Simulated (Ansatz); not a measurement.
Ga (Cmce): the Drude term of Re ε in the infrared

Re ε of Ga (Cmce) along x at low photon energies is read from one computed spectrum; the carriers' damping was typed as γ = 0.05 eV. x, y and z are the Cartesian axes of the input cell.

It takes space group Cmce (No. 64, orthorhombic). Conventional cell: a = 4.523 Å, b = 7.661 Å, c = 4.524 Å, α = 90.00°, β = 90.00°, γ = 90.00°. Around Ga on site f lie 7 Ga at 2.48 to 2.79 Å.

Method: Ansatz 0.2.0, PBE, independent particles, k-mesh 10×10×10 with interpolation inside its cells, Gaussian parameter 0.1 eV.

Launch of the response step: `ansatz run input.yaml --threads 4 --pin off --max-ram 8192MiB --backend cpu --events-out ev --progress --plain --runs-dir out`. The run took 7.0 min, on 4 threads of Intel(R) Xeon(R) Processor @ 2.50GHz (Skylake/Cascade Lake), on a shared host.

```tsv
photon energy E (eV)	wavelength (µm)	Re ε
0.25	4.96	-1114.5
0.30	4.13	?
0.35	3.54	-570.4
0.40	3.10	-432.8
0.50	2.48	-274.1
0.60	2.07	-190.9
0.70	1.77	-149.8
```

A Drude term over a constant background gives Re ε = ε_b − ωp²/(E² + γ²), linear in 1/(E² + γ²).

Working, on the rows shown:

| x = 1/(E² + γ²) (eV⁻²) | y = Re ε |
| --- | --- |
| 15.3846 | -1114.5 |
| 8 | -570.4 |
| 6.15385 | -432.8 |
| 3.9604 | -274.1 |
| 2.75862 | -190.9 |
| 2.03046 | -149.8 |

Means: x̄ = 6.3813, ȳ = -455.42. Σ(x − x̄)(y − ȳ) = -8852, Σ(x − x̄)² = 121.6. Slope = -8852 / 121.6 = -72.77; intercept = ȳ − slope · x̄ = 8.948. The line misses the rows shown by at most 11.

Fill in the last column of the withheld row.

At x = 10.811 the line gives y = -777.75. The run gave -781.7, so the interpolation is off by 4, 0.4 % of the range in the table.

Refitted with all rows, the slope is -72.88 and the intercept 9.1435. These give ωp = √(−slope) = 8.54 eV, against 8.40 eV from the program's Fermi-surface sum, and an intercept of 9.1. Taking the program's Drude term off the rows leaves -30 at the lowest energy and -7 at the highest, so the background isn't constant: interband transitions lie in or near the window, and neither fitted number can be trusted. The values come from a sum over the points of one k-mesh and carry its error, which is largest for Fermi-surface quantities. Spin-orbit coupling is left out.

[Logs are printed without paths, hosts, clocks, repeated set-up lines and the standing remarks that a program may print on its own settings, such as how far it seeks lower states.]
